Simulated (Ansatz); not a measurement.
The compound is CrBr2 (1T sheet).

The cell holds 3 atoms: 1 Cr and 2 Br. Its edges and angles: a = 3.356 Å, b = 3.356 Å, c = 30.018 Å, α = 90.0°, β = 90.0°, γ = 120.0°. Vacuum lies along c.

```
Cr Br
1.0
     0.00000    2.37288    2.37288
     2.37288   -2.37288    0.00000
    17.33065   17.33065  -17.33065
Cr Br
1 2
Direct
  0.00000 0.00000 0.31829
  0.33333 0.66667 0.36833
  0.66667 0.33333 0.26826
```

The structure was relaxed with LDA. The structure was generated from a model, not taken from a measurement. The runs that relaxed it are not among those shown. The program's search for lower electronic states was switched off, so nothing shows that the state found is the lowest. PAW set soft_2, made with PBE.

A constrained-RPA run (Ansatz 0.2.0; non-magnetic LDA; Cr d, bands v2 to c3, 6×6×1 mesh, medium accuracy) builds 5 functions on bands 3.2 eV wide, with 4.0 electrons in the window. The bare on-site interaction is 15.9 eV and the bare J 0.51 eV.

What U and J survive the screening?

On the Cr d shell, U = 4.29 eV (27 % of the bare value), U′ = 3.48 eV, J = 0.40 eV.

The parent state is non-magnetic and the interaction static (zero frequency); U depends on the window and the orbitals, so it belongs to this model alone.

[Paths, hosts, dates, memory and timing lines, banners, echoed tables and standing remarks are left out of the program output.]

[Logs are printed without paths, hosts, clocks, repeated set-up lines and the standing remarks that a program may print on its own settings, such as how far it seeks lower states.]

[Runs of the session that timed out or met a known fault of the program may be left out.]

[Hosts, paths, dates, database ids (printed as entryN), source tags and the programs' standing remarks are cut or masked in the printed files.]
